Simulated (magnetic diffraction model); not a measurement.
**Which magnetic order? Li2Fe4SO6**

Space group P-31m (no. 162), a = 5.1580 Å, c = 6.8150 Å.

| site | atom | x | y | z |
| --- | --- | --- | --- | --- |
| 2d | Fe | 2/3 | 1/3 | 1/2 |
| 2e | Fe | 0 | 0 | 0.7431 |
| 1a | S | 0 | 0 | 0 |
| 6k | O | 0.6476 | 0 | 0.3283 |
| 2c | Li | 2/3 | 1/3 | 0 |

The compound is invented for this exercise: a known structure type with other elements, its cell scaled to their sizes and not relaxed.

Only Fe is taken to order (form factors of Fe3+); orders and moment sizes are assumed, and not adapted to the symmetry. Radiation: neutrons of λ = 1.8 Å, 3° to 55°; isotropic B of 0.3 Å² (Fe), 0.34 Å² (S), 0.32 Å² (O) and 0.4 Å² (Li). Simulated constant-wavelength pattern: nuclear and magnetic terms add, the magnetic one as |2.695 fm × Σ f S⊥ exp(2πi Q·r) exp(−B s²)|², summed over all Q at one angle with the factor 1/(sin²θ cos θ). For a modulated order the moment at position r is S exp(−2πi k·r) + c.c., with S = m/2 for a sine wave of amplitude m and S = m(u + iv)/2 for moments turning in a plane, u and v being orthogonal unit vectors in it; the phase factor of the sum at Q = H + k is then exp(2πi H·r). Free-ion form factors, Sears's scattering lengths of 1992, no absorption; a label names one of the reflections at its angle. The strongest nuclear line in the range is 100, and lines under 0.2 are left out.

Above the ordering temperature:

| 2θ (°) | index | I |
| --- | --- | --- |
| 15.18 | (0 0 1) | 100.0 |
| 23.25 | (1 0 0) | 13.3 |
| 27.88 | (1 0 1) | 27.8 |
| 30.63 | (0 0 2) | 7.5 |
| 38.80 | (1 0 2) | 35.2 |
| 40.85 | (1 1 0) | 12.6 |
| 43.82 | (1 1 1) | 48.0 |
| 46.68 | (0 0 3) | 2.5 |
| 47.53 | (2 0 0) | 9.2 |
| 50.18 | (2 0 1) | 5.4 |
| 51.91 | (1 1 2) | 29.0 |
| 52.78 | (1 0 3) | 8.4 |

Below it (cell unchanged):

```
2θ (°)      I
 13.36   28.2
 15.18  100.0
 20.27   59.4
 23.25   13.3
 26.91    5.8
 27.88   27.8
 30.63    7.5
 31.03   23.9
 33.55    5.2
 35.85    6.5
 38.80   35.2
 39.13   27.4
 40.85   12.6
 41.22    3.2
 43.82   48.0
 46.68    2.5
 47.53    9.2
 47.85    4.7
 48.77    4.9
 49.59    2.3
 50.18    5.4
 51.91   29.0
 52.17   11.2
 52.78    8.4
 54.70    3.6
```

**Question.** Find the propagation vector, then choose among these models:
A. moments turning in the plane of [100] and [001], 4.65 μB on Fe; signs + at (2/3, 1/3, 1/2), − at (1/3, 2/3, 1/2), − at (0, 0, 0.7431), + at (0, 0, 0.2569)
B. moments turning in the plane of [100] and [010], 4.65 μB on Fe; signs + at (2/3, 1/3, 1/2), − at (1/3, 2/3, 1/2), − at (0, 0, 0.7431), + at (0, 0, 0.2569)
C. moments turning in the plane of [010] and [001], 4.65 μB on Fe; signs + at (2/3, 1/3, 1/2), − at (1/3, 2/3, 1/2), − at (0, 0, 0.7431), + at (0, 0, 0.2569)
D. a sine wave with moments along [001] (amplitudes given), 4.65 μB on Fe; signs + at (2/3, 1/3, 1/2), − at (1/3, 2/3, 1/2), − at (0, 0, 0.7431), + at (0, 0, 0.2569)

The new lines index as (2/3 -1/3 0) at 13.36°, (1/3 1/3 1) at 20.27°, (4/3 -2/3 0) at 26.91° and (2/3 2/3 1) at 31.03°, that is as H ± k with k = (1/3 1/3 0). Satellites come in pairs about each point of the reciprocal lattice.

Magnetic intensity, observed (below minus above) and for each model:

| 2θ (°) | index | observed | A | B | C | D |
| --- | --- | --- | --- | --- | --- | --- |
| 13.36 | (2/3 -1/3 0) | 28.2 | 28.2 | 20.5 | 28.2 | 20.5 |
| 20.27 | (1/3 1/3 1) | 59.4 | 59.4 | 77.3 | 59.4 | 21.6 |
| 31.03 | (2/3 2/3 1) | 23.9 | 23.9 | 22.0 | 23.9 | 13.4 |
| 33.55 | (2/3 -1/3 2) | 5.2 | 5.2 | 9.0 | 5.2 | 0.8 |
| 39.13 | (4/3 1/3 1) | 27.4 | 27.4 | 21.7 | 27.4 | 15.9 |
| 48.77 | (1/3 1/3 3) | 4.9 | 4.9 | 9.1 | 4.9 | 0.4 |
| 52.17 | (5/3 2/3 1) | 11.2 | 11.2 | 8.4 | 11.2 | 7.0 |
| 54.70 | (2/3 2/3 3) | 3.6 | 3.6 | 5.6 | 3.6 | 0.8 |

Models A and C match alike on every line, so these data can't choose among them (such ties are often domains of one structure).

The structure used: k = (1/3 1/3 0), moments turning in the plane of [100] and [001], 4.65 μB on Fe; signs + at (2/3, 1/3, 1/2), − at (1/3, 2/3, 1/2), − at (0, 0, 0.7431), + at (0, 0, 0.2569).

[Logs are printed without paths, hosts, clocks, repeated set-up lines and the standing remarks that a program may print on its own settings, such as how far it seeks lower states.]
